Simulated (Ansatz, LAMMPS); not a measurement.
## Zn2+ PF6- in dimethyl sulfoxide and tetrahydrofuran and trimethyl phosphate at 330 K (145 atoms): a reference run and its variants

Density of this cell: 1.29 g/cm³. The cell holds 145 atoms: 29 C, 19 O, 5 P, 75 H, 4 S, 12 F and 1 Zn. Cell: a = 11.873 Å, b = 11.873 Å, c = 11.873 Å, α = 90.0°, β = 90.0°, γ = 90.0°. 4 dimethyl sulfoxide, 3 tetrahydrofuran, 3 trimethyl phosphate, 1 Zn2+, 2 PF6- placed at random, at 1.29 g/cm³; overlaps pushed apart, then 10 ps at 550 K with stiff harmonic cages for PF6 and BF4 with UFF radii; divalent ions of Li, Roberts, Chakravorty and Merz (J. Chem. Theory Comput. 9, 2733 (2013)); MMFF94 bonds, angles, torsions, charges and radii (Halgren, J. Comput. Chem. 17, 490 (1996)) in harmonic and 12-6 forms; charges of ions scaled by 0.8. Snapshot after 30 ps at 330 K and fixed volume.

Geometry: as built.

Reference run: Kohn-Sham DFT, PBE+D4, PAW (set soft_2), plane waves (Ansatz 0.2.0), cutoff 750 eV, Γ point, gaussian smearing of 0.025 eV.

* r.m.s. force component: 0.9848 eV/Å
* gap (highest filled to lowest empty level): 3.902 eV
* SCF cycles: 11
* time: 15 s on 8 threads of Intel Xeon Platinum 8488C (Sapphire Rapids), shared host

Q: Estimate how much each variant changes the results, and its time and memory.
- support functions medium
- support functions low
- support functions high
- support functions medium, radius 3.4 Å
- support functions medium, radius 3.68 Å
- support functions medium, radius 3.92 Å
- support functions medium, radius 4.2 Å
- support functions medium, radius 4.73 Å
- support functions medium, radius 5.26 Å

Differences are against the run with plane waves at 750 eV (Kohn-Sham DFT, PBE+D4, PAW (set soft_2), plane waves), whose r.m.s. force component is 0.985 eV/Å. Energies are set beside the reference only for runs with its functional, potentials and electron count. Times are for 8 threads of Intel Xeon Platinum 8488C (Sapphire Rapids), shared host.

| run | Δ force, r.m.s. (meV/Å) | share of r.m.s. force (%) | Δ energy (meV/atom) | Δ gap (eV) | cycles | time | host memory (GiB) |
| --- | --- | --- | --- | --- | --- | --- | --- |
| reference | - | - | - | - | 11 | 15 s | 4.6 |
| support functions medium | 0.509 | 0.0516 | -0.613 | -3.0e-4 | 19 | 83 s | 5.0 |
| support functions low | 0.539 | 0.0547 | -0.612 | -4.0e-4 | 18 | 70 s | 4.6 |
| support functions high | 0.368 | 0.0374 | -0.674 | 2.0e-4 | 22 | 5.3 min | 12 |
| support functions medium, radius 3.4 Å | 0.531 | 0.0539 | -0.613 | -4.0e-4 | 19 | 83 s | 4.8 |
| support functions medium, radius 3.68 Å | 0.481 | 0.0488 | -0.613 | -3.0e-4 | 19 | 94 s | 5.2 |
| support functions medium, radius 3.92 Å | 0.41 | 0.0416 | -0.613 | -3.0e-4 | 19 | 1.9 min | 5.8 |
| support functions medium, radius 4.2 Å | 0.36 | 0.0365 | -0.613 | -4.0e-4 | 19 | 2.4 min | 6.3 |
| support functions medium, radius 4.73 Å | 0.348 | 0.0353 | -0.613 | -3.0e-4 | 19 | 3.5 min | 7.7 |
| support functions medium, radius 5.26 Å | 0.336 | 0.0341 | -0.613 | -1.0e-4 | 20 | 5.3 min | 9.7 |

Among numerical settings the force difference runs from 0.34 meV/Å (support functions medium, radius 5.26 Å) to 0.54 meV/Å (support functions low). At 145 atoms the fastest of the runs at a preset level, support functions low, takes 4.5 times the time of plane waves, in 18 SCF cycles against 11. Differences between support functions and plane waves include what basis error the plane-wave run still has. As the radius goes from 3.4 to 5.26 Å, the force difference goes from 0.53 to 0.34 meV/Å, and the time from 83 s to 5.3 min. 

[Hosts, paths, dates, database ids (printed as entryN), source tags and the programs' standing remarks are cut or masked in the printed files.]

[The MMFF94 radii named for the starting cell were scaled by 0.96; in molecules described by MMFF94, hydrogen bound to N, O or S took a small fixed 12-6 site in their place.]
